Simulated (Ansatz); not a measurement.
# How BaTiO3 absorbs and reflects light, part 2 of 2

Aim: the dielectric function of BaTiO3, and the optical constants that follow from it. The cell comes from an older database entry, whose edges can differ from later determinations, mostly by under a per cent.

Ansatz 0.2.0; DFT, PBE, plane-wave PAW, default files, scalar-relativistic, independent-particle optical response without local fields.

So far. Step 2 (Ground state and bands): There is a gap, 1.84 eV on the path, so no carriers' term is needed. The cell is left with a pressure of 2.4 GPa and forces up to 0.31 eV/Å, as it stands unrelaxed at this level.

The database entry behind the starting cell differs from later determinations by our own check (c/a about 0.6 % short), so it need not match the best structure at ambient conditions.

**3. Spectrum**

With the density converged, the vertical transitions are summed over the zone.

This step: DFT, PBE, plane-wave PAW, default files, scalar-relativistic, independent-particle optical response without local fields (Ansatz 0.2.0).

input.yaml reads:

```yaml
crystal:
  lattice:
    - [3.9998, 0.0, 0.0]
    - [0.0, 3.9998, 0.0]
    - [0.0, 0.0, 4.018]
  atoms:
    - { symbol: Ba, position: [0.0, 0.0, 0.0] }
    - { symbol: Ti, position: [0.5, 0.5, 0.49] }
    - { symbol: O, position: [0.0, 0.5, 0.517] }
    - { symbol: O, position: [0.5, 0.0, 0.517] }
    - { symbol: O, position: [0.5, 0.5, 0.019] }
kpoints:
  mp_grid: { grid: [6, 6, 6] }
scf:
  occupations: { method: fixed }
hamiltonian:
  xc: pbe
  pseudopotentials: { kind: paw }
output:
  optics:
    e_range: [0, 22]
    de: 0.05
    sigma: 0.15
    nscf_kmesh: { grid: [8, 8, 8] }
    bands: { spectra_wanted_up_to: 22 }
```

Started as:

```sh
$ ansatz run input.yaml --threads 4 --pin off --max-ram 8192MiB --backend cpu --events-out ev --progress --plain --runs-dir out
```

Numbers of over 12 decimals in the logs are rounded to 6 here.

Output:

```text
[...]
Crystal: 5 atoms, lattice volume = 64.282 Å³
Basis set: ecut = 420 eV, 1237 PW (Γ)
Bands: 25, of which v1, the nominal top of the filled ones, is band 20 counted from 1 (19 counted from 0)
Symmetry: 8 space group operations
[...]
k-points: 40 of 216 (time reversal used)
[...]
SCF iter   1: F=—  HF=-10159.577784 eV  |F-HF|=—  |Δ(HF+E_count)|=         —  Δρ=1.57e-3  dr2=9.48e-4  ethr=1.77e-3  ⟨swp⟩=4.3  Hψ=4219  notcnv=0  defer=74
[...]
SCF iter  10: F=-10159.578205 eV  HF=-10159.578205 eV  |F-HF|=1.82e-12  |Δ(HF+E_count)|=  1.82e-11  Δρ=4.52e-8  dr2=1.73e-12  ethr=1.00e-12  ⟨swp⟩=9.5  Hψ=4342  notcnv=0
SCF 1 converged in 10 iterations: F = -10159.578205 eV  dr2 = 1.73e-12
[...]
NSCF: frozen V_eff on 75 k-points
output.optics: what the bands over the 60 summed would add to eps1, eps2 and the energy-loss function is held between a lower and an upper bound (7 Lanczos steps). eps1, eps2 and their loss function (loss_summed_bands) are given on every row as the summed bands alone make them. Along an axis, on a row where the two bounds hold the loss function to about 1 % of the greater of itself and 0.5 % of |1/eps|, its cell (loss_completed) is given, with the completed eps1 and eps2 that it is formed of (a cell that is left empty reads nan in the table and null in the record). The two bounds hold it so along every axis on all 441 rows up to 22.000 eV. [rest of the remark cut]
SCF converged after 10 iterations
Free energy (F): -10159.578205 eV
[...]
Internal energy: -10159.578205 eV  (E = F + TS)
E sigma→0 (E₀):  -10159.578205 eV
Fermi energy:    10.302115 eV
[...]
--- Band table (eV; the first three rows and the last of 40) ---
  k-point 0: bands = [... 16 lower, 9.1493, 10.0358, 10.0502, 10.0502, 12.1378, 12.3488, 12.3488, 14.3317, ... 1 higher]
  k-point 1: bands = [... 16 lower, 8.9394, 9.4846, 9.9331, 9.9331, 12.1687, 12.7845, 12.7845, 14.3308, ... 1 higher]
  k-point 2: bands = [... 16 lower, 8.5743, 8.7124, 9.7283, 9.7283, 12.2322, 13.5422, 13.5422, 14.3312, ... 1 higher]
  k-point 39: bands = [... 16 lower, 7.9500, 10.2186, 10.2186, 10.3021, 14.5080, 14.5080, 14.5099, 16.9427, ... 1 higher]
```

Elapsed: 42 s, on 4 threads of Arm Neoverse V2, shared host; peak memory 1.5 GiB.

Numbers from this step:

- electronic dielectric constant ε∞, mean over x, y and z (by symmetry where fewer were run): 6.612
- absorption onset, first axis (α over 10⁴ cm⁻¹, or the direct gap if that lies higher): 2.093 eV
- main peak of Im epsilon, first axis: 4.147 eV
- photocurrent from vertical transitions in a film 500 nm thick on a perfect mirror (two passes), AM1.5G, no front reflection, all carriers collected: 12.17 mA/cm²
- least direct gap on the mesh: 2.088 eV
- bands summed: 60
- spectra valid up to: 29.79 eV
- program's estimate of the k-sum error in Im epsilon: 0.16 %
- electrons in the f-sum: 27.16

Table of Im ε by photon energy; read off at these points:

```
photon energy (eV)  E ∥ x or y   E ∥ z
              1.50           0       0
              2.00      0.0896  8.5e-4
              2.50        2.17   0.749
              3.00        4.06    2.73
              3.50        6.14    5.68
              4.00        9.02    9.04
              4.15        9.58    10.1
              4.50        6.53    7.68
              5.00        3.83    4.53
              5.50        2.85    3.32
              6.00        2.75    2.92
              6.50        3.76    4.13
              7.00        4.63    4.85
              7.50        3.96    4.07
              8.00        3.75    4.03
              8.50        4.94    5.25
              8.75        5.25    5.30
              8.85        5.30    5.25
              9.00        5.04    5.15
              9.50        3.99    4.34
             10.00        4.64    4.45
             10.50        4.44    4.23
             11.00        3.55    3.56
             11.50        2.83    2.83
             12.00        2.64    2.72
             12.50        1.40    1.40
             13.00        1.16    1.16
             13.50        1.03    1.01
             14.00       0.803   0.819
             14.50       0.409   0.373
             15.00       0.493   0.472
             15.50        1.32    1.32
             16.00        1.18    1.14
             16.50        1.35    1.30
             17.00        2.12    2.05
             17.50        2.83    2.77
             18.00        3.92    4.05
             18.50        4.62    4.62
             19.00        5.04    4.91
             19.50        3.01    3.01
             20.00        2.22    2.16
             20.50        1.85    1.85
             21.00        2.02    2.07
             21.50        1.69    1.68
             22.00        1.30    1.39
```

Table of Re ε by photon energy:

```
photon energy (eV)  E ∥ x or y     E ∥ z
               0.0        6.68      6.47
               0.5        6.75      6.52
               1.0        6.97      6.69
               1.5        7.42      7.02
               2.0        8.55      7.69
               2.5        9.89      9.07
               3.0        9.11      9.89
               3.5        8.75      10.3
               4.0        6.51      7.87
               4.5       0.240     0.875
               5.0        1.85      2.11
               5.5        2.74      2.76
               6.0        3.41      3.15
               6.5        4.33      4.07
               7.0        3.12      3.41
               7.5        2.49      2.36
               8.0        3.34      3.29
               8.5        2.88      2.64
               9.0        1.37      1.43
               9.5        1.35      1.03
              10.0        1.12     0.658
              10.5      -0.103   -0.0998
              11.0     0.00287   -0.0547
              11.5      -0.128    -0.183
              12.0      -0.861    -0.815
              12.5      -0.496    -0.583
              13.0      0.0631  -0.00314
              13.5       0.408     0.307
              14.0       0.651     0.555
              14.5        1.05      1.03
              15.0        1.86      1.80
              15.5        2.20      2.14
              16.0        2.03      1.99
              16.5        2.48      2.45
              17.0        2.91      2.90
              17.5         2.8      2.92
              18.0        2.43      2.37
              18.5        1.00      1.00
              19.0     -0.0288   -0.0521
              19.5       -1.46     -1.42
              20.0       -1.02     -1.00
              20.5      -0.441    -0.366
              21.0      -0.570    -0.556
              21.5      -0.916    -0.884
              22.0      -0.841    -0.800
```

The reflectivity at normal incidence has structure finer than the step of the table below, so its rows give means over 0.5 eV, whole bins alone (the curve runs from 0 to 22 eV). Peaks (eV: height): E ∥ x or y 4.35: 36.8, 6.95: 22.6, 10.60: 30.5, 12.15: 32.8, 19.40: 38.9; E ∥ z 4.40: 36.8, 7.05: 23.2, 10.60: 29.9, 12.15: 33.3, 19.40: 38.3.

Reflectivity at normal incidence against photon energy; means over each step:

```
photon energy (eV)  E ∥ x or y (%)  E ∥ z (%)
               0.5            19.7       19.1
               1.0            20.3       19.6
               1.5            21.5       20.5
               2.0            24.1       22.2
               2.5            27.3       25.2
               3.0            28.1       27.8
               3.5            30.4       31.2
               4.0            34.1       34.6
               4.5            32.1       33.3
               5.0            19.9       22.2
               5.5            15.3       17.4
               6.0            15.4       16.1
               6.5            19.6       20.4
               7.0            22.0       22.7
               7.5            19.7       20.5
               8.0            19.2       20.4
               8.5            23.5       24.7
               9.0            25.9       26.5
               9.5            22.5       24.7
              10.0            25.1       26.0
              10.5            28.8       28.2
              11.0            26.3       26.5
              11.5            25.3       25.6
              12.0            30.8       30.5
              12.5            26.9       28.4
              13.0            15.7       16.8
              13.5            9.42       10.4
              14.0            5.49       6.15
              14.5            1.56       1.41
              15.0            3.21       3.00
              15.5            6.80       6.54
              16.0            6.40       6.09
              16.5            8.18       7.88
              17.0            12.0       11.6
              17.5            15.2       15.1
              18.0            20.1       20.6
              18.5            25.1       25.3
              19.0            31.2       31.0
              19.5            37.8       37.4
              20.0            34.6       34.4
              20.5            27.6       26.6
              21.0            28.0       27.8
              21.5            34.0       33.4
```

Values under 1 per cm are given as 1. Absorption coefficient against photon energy:

```
photon energy (eV)  E ∥ x or y (1/cm)  E ∥ z (1/cm)
              0.00                  1             1
              1.00                  1             1
              2.00               3106          31.1
              3.00              2.0e5         1.3e5
              4.00              6.2e5         5.8e5
              5.00              5.6e5         6.1e5
              6.00              4.2e5         4.6e5
              7.00              7.9e5         8.0e5
              8.00              7.4e5         7.9e5
              9.00              1.3e6         1.3e6
             10.00              1.4e6         1.4e6
             11.00              1.5e6         1.5e6
             12.00              1.6e6         1.6e6
             13.00              9.8e5         1.0e6
             14.00              6.2e5         6.6e5
             15.00              2.7e5         2.7e5
             16.00              6.5e5         6.3e5
             17.00              1.0e6         9.8e5
             18.00              1.9e6         2.0e6
             19.00              3.1e6         3.0e6
             20.00              2.7e6         2.6e6
             21.00              2.5e6         2.5e6
             22.00              2.4e6         2.4e6
```

Table of loss function −Im 1/ε at q → 0 by energy loss; read off at these points:

```
energy loss (eV)  E ∥ x or y   E ∥ z
             1.0           0       0
             2.0     0.00122  1.4e-5
             3.0      0.0408  0.0259
             4.0      0.0729  0.0629
             5.0       0.212   0.181
             5.2       0.219   0.199
             6.0       0.143   0.158
             7.0       0.149   0.138
             8.0       0.149   0.149
             9.0       0.185   0.180
            10.0       0.204   0.220
            11.0       0.282   0.281
            12.0       0.342   0.338
            13.0       0.861   0.864
            13.2       0.909   0.925
            14.0       0.751   0.836
            15.0       0.133   0.137
            15.8       0.258   0.260
            16.0       0.214   0.216
            17.0       0.163   0.163
            18.0       0.184   0.184
            19.0       0.198   0.203
            20.0       0.372   0.381
            20.4       0.514   0.531
            21.0       0.459   0.451
            22.0       0.543   0.541
```

At chosen wavelengths:

```
wavelength (nm)  n xy   k xy  R (%) xy     1/α xy   n z    k z  R (%) z      1/α z
           1550  2.62  0.000      20.0  over 1 mm  2.57  0.000     19.3  over 1 mm
            800  2.74  0.000      21.6  over 1 mm  2.66  0.000     20.6  over 1 mm
            532  3.12  0.200      26.6     211 nm  2.94  0.050     24.3     837 nm
            365  3.13  0.893      29.9      33 nm  3.32  0.705     30.7      41 nm
            308  2.94  1.563      34.6      16 nm  3.13  1.485     35.0      17 nm
            248  1.75  1.098      20.1      18 nm  1.89  1.201     22.8      16 nm
            193  2.24  0.772      19.2      20 nm  2.26  0.881     20.8      17 nm
```

Rows near the edge hang on the gap, which this functional as a rule makes too small, and phonon-assisted absorption is left out.

A film 1 µm thick would pass 19 % of daylight and look orange in transmission (x = 0.580, y = 0.415). A larger true gap would move the edge to shorter wavelengths and change the colour.

At 1064 nm the birefringence n(z) − n(x) is -0.058: the crystal is uniaxial negative at this level.

The f-sum over the summed bands holds 27.2 of the cell's 40 electrons outside the frozen cores, 16 of which lie in bands more than 12 eV below the Fermi level, whose transitions come at higher energies. Up to 22 eV the strength has a mean oscillator energy of 8.7 eV, well above the main peak, so higher transitions carry much of it.

**4. Static response with local fields**

A static field by perturbation theory: the induced potential is included, and the Born charges come with it.

This step: DFT, PBE, plane-wave PAW, default files, scalar-relativistic, static field response by perturbation theory with local fields (Ansatz 0.2.0).

Edit input.yaml of step 3 so:

```diff
@@ -18,8 +18,2 @@
   pseudopotentials: { kind: paw }
-output:
-  optics:
-    e_range: [0, 22]
-    de: 0.05
-    sigma: 0.15
-    nscf_kmesh: { grid: [8, 8, 8] }
-    bands: { spectra_wanted_up_to: 22 }
+dielectric: {}
```

Output:

```text
[...]
Crystal: 5 atoms, lattice volume = 64.282 Å³
Basis set: ecut = 420 eV, 1237 PW (Γ), exchange–correlation on 54×54×54 points (8 copies of the dense FFT grid, shifted against one another)
Bands: 25, of which v1, the nominal top of the filled ones, is band 20 counted from 1 (19 counted from 0)
Symmetry: 8 space group operations
k-points: 80 of 216 (irreducible under 2 space group operations, time reversal used)
[...]
SCF iter   1: F=—  HF=-10159.577155 eV  |F-HF|=—  |Δ(HF+E_count)|=         —  Δρ=1.59e-3  dr2=9.75e-4  ethr=1.77e-3  ⟨swp⟩=4.4  Hψ=8435  notcnv=0  defer=164
[...]
SCF iter   9: F=-10159.577571 eV  HF=-10159.577571 eV  |F-HF|=1.82e-12  |Δ(HF+E_count)|=  5.51e-10  Δρ=1.99e-7  dr2=4.33e-11  ethr=1.00e-12  ⟨swp⟩=9.3  Hψ=8877  notcnv=0
SCF 1 converged in 9 iterations: F = -10159.577571 eV  dr2 = 4.33e-11
[...]
DFPT response loops at Γ: preconditioner auto → none (the input reference at scf.mixing.eps_inf says where Resta's filter doesn't serve); β = 0.50; Broyden in place of MSR1
── the response to a field inside a basis, on 6×6×6 k-points: an SCF that follows is theirs, and a resumed run solves both again ──
Bands: 21, of which v1, the nominal top of the filled ones, is band 20 counted from 1 (19 counted from 0)
k-points: 18 of 216 (time reversal used)
[...]
Eigensolver: Dense (18 Hₖ)
SCF iter   1: F=—  HF=-10159.573603 eV  |F-HF|=—  |Δ(HF+E_count)|=         —  Δρ=4.83e-4  dr2=2.77e-5  ethr=1.00e-1
[...]
SCF iter   5: F=-10159.573612 eV  HF=-10159.573612 eV  |F-HF|=2.33e-8  |Δ(HF+E_count)|=   2.57e-8  Δρ=6.93e-6  dr2=3.39e-8  ethr=4.20e-10
SCF 1 converged in 5 iterations: F = -10159.573612 eV  dr2 = 3.39e-8
[...]
SCF converged after 9 iterations
Free energy (F): -10159.577571 eV
[...]
Internal energy: -10159.577571 eV  (E = F + TS)
E sigma→0 (E₀):  -10159.577571 eV
Fermi energy:    10.302041 eV
[...]
--- Band table (eV; the first three rows and the last of 80) ---
  k-point 0: bands = [... 16 lower, 9.1492, 10.0357, 10.0503, 10.0503, 12.1381, 12.3491, 12.3491, 14.3308, ... 1 higher]
  k-point 1: bands = [... 16 lower, 8.9393, 9.4845, 9.9331, 9.9331, 12.1690, 12.7848, 12.7848, 14.3298, ... 1 higher]
  k-point 2: bands = [... 16 lower, 8.5742, 8.7124, 9.7284, 9.7284, 12.2325, 13.5425, 13.5425, 14.3302, ... 1 higher]
  k-point 79: bands = [... 16 lower, 7.9500, 10.2185, 10.2185, 10.3020, 14.5084, 14.5084, 14.5102, 16.9426, ... 1 higher]
--- Dielectric response (ions clamped): 3 representative field directions + reference, inside a basis on a mesh of 216 k-points (Σ response iterations 21) ---
  ε∞ (high-frequency dielectric tensor):
        6.539004     0.000000     0.000000
        0.000000     6.539004     0.000000
        0.000000     0.000000     6.114730
  Born effective charges Z* (e; rows j = field, columns β = displacement):
    site 0:
         2.75864    0.00000    0.00000
         0.00000    2.75864    0.00000
         0.00000    0.00000    2.80977
    site 1:
         7.17358    0.00000    0.00000
         0.00000    7.17358    0.00000
         0.00000    0.00000    6.48213
    site 2:
        -5.71955   -0.00000   -0.00000
        -0.00000   -2.14418   -0.00000
        -0.00000   -0.00000   -2.04152
    site 3:
        -2.14418    0.00000   -0.00000
        -0.00000   -5.71955   -0.00000
        -0.00000   -0.00000   -2.04152
    site 4:
        -2.06849   -0.00000   -0.00000
        -0.00000   -2.06849   -0.00000
        -0.00000   -0.00000   -5.20887
  Z* charge neutrality: 1.579e-2 e pre-enforcement
  solved inside a basis spanned on kpoints, on 6×6×6 k-points, its susceptibility summed on 10×10×10: ε∞ is read to err by 2.5e-2, Z* by 6.5e-2 e (field_mesh: kpoints solves on kpoints); Z* is corrected for what the basis lacks
```

Run time: 33 s. Hardware: 4 threads; peak memory 0.81 GiB; 2.1 min of CPU time.

Numbers from this step:

| Item | Value |
| --- | --- |
| electronic dielectric constant ε∞, mean over x, y and z (by symmetry where fewer were run) | 6.398 |

ε∞ with local fields:

```
6.54 0.00 0.00
0.00 6.54 0.00
0.00 0.00 6.11
```

Diagonal elements. Born, by row:

```
atom  Z*xx (e)  Z*yy (e)  Z*zz (e)
 Ba1     2.759     2.759      2.81
 Ti2     7.174     7.174     6.482
  O3     -5.72    -2.144    -2.042
  O4    -2.144     -5.72    -2.042
  O5    -2.068    -2.068    -5.209
```

Mean Born charges are Ba +2.78, Ti +6.94 and O -3.24, against formal valences of +2, +4 and -2. That of Ti exceeds its valence by 74 %, the mark of charge moving along hybridised bonds as the atoms shift.

**5. Summary of results**

```
gap on the path                                                                                                                                     : 1.84 eV
least direct gap on the path                                                                                                                        : 2.09 eV
electronic dielectric constant ε∞, mean over x, y and z (by symmetry where fewer were run) (independent particles)                                  : 6.61
absorption onset, first axis (α over 10⁴ cm⁻¹, or the direct gap if that lies higher)                                                               : 2.09 eV
main peak of Im epsilon, first axis                                                                                                                 : 4.15 eV
photocurrent from vertical transitions in a film 500 nm thick on a perfect mirror (two passes), AM1.5G, no front reflection, all carriers collected : 12.2 mA/cm²
electronic dielectric constant ε∞, mean over x, y and z (by symmetry where fewer were run) (static response with local fields)                      : 6.40
```

At this level (PBE, independent particles) BaTiO3 has a mean ε∞ = 6.61 (6.40 with local fields) and n = 2.62 at 1550 nm (E ∥ x); absorption sets in near 2.1 eV, and Im ε peaks at 4.1 eV (E ∥ x). The gap is indirect (1.84 eV), so absorption without phonons can begin only at the direct gap of 2.09 eV. Absorption passes 10⁴ cm⁻¹ from the direct gap on, 2.09 eV, inside the visible range. Distinct maxima of Im ε, read by a parabola through the highest points, lie at 4.15 eV (9.6), 6.93 eV (4.7), 8.83 eV (5.3) and 19.01 eV (5.0) for E ∥ x or y. The static values by axis are 6.68 (xy), 6.47 (z). The f-sum over the summed bands holds 27.2 of the cell's 40 electrons outside the frozen cores, 16 of which lie in bands more than 12 eV below the Fermi level, whose transitions come at higher energies. Up to 22 eV the strength has a mean oscillator energy of 8.7 eV, well above the main peak, so higher transitions carry much of it. A film 1 µm thick would pass 19 % of daylight and look orange in transmission (x = 0.580, y = 0.415). A larger true gap would move the edge to shorter wavelengths and change the colour. At 1064 nm the birefringence n(z) − n(x) is -0.058: the crystal is uniaxial negative at this level. In the base spectrum excitons and phonon-assisted transitions are missing, and so are local fields; PBE gaps are as a rule too small, which pulls the onset down and ε∞ up. In the base run ε includes the program's bounded estimate of what the bands above those summed add. Spin-orbit coupling is left out although heavy atoms are present.

[Logs are printed without paths, hosts, clocks, repeated set-up lines and the standing remarks that a program may print on its own settings, such as how far it seeks lower states.]

[Hosts, paths, dates, database ids (printed as entryN), source tags and the programs' standing remarks are cut or masked in the printed files.]
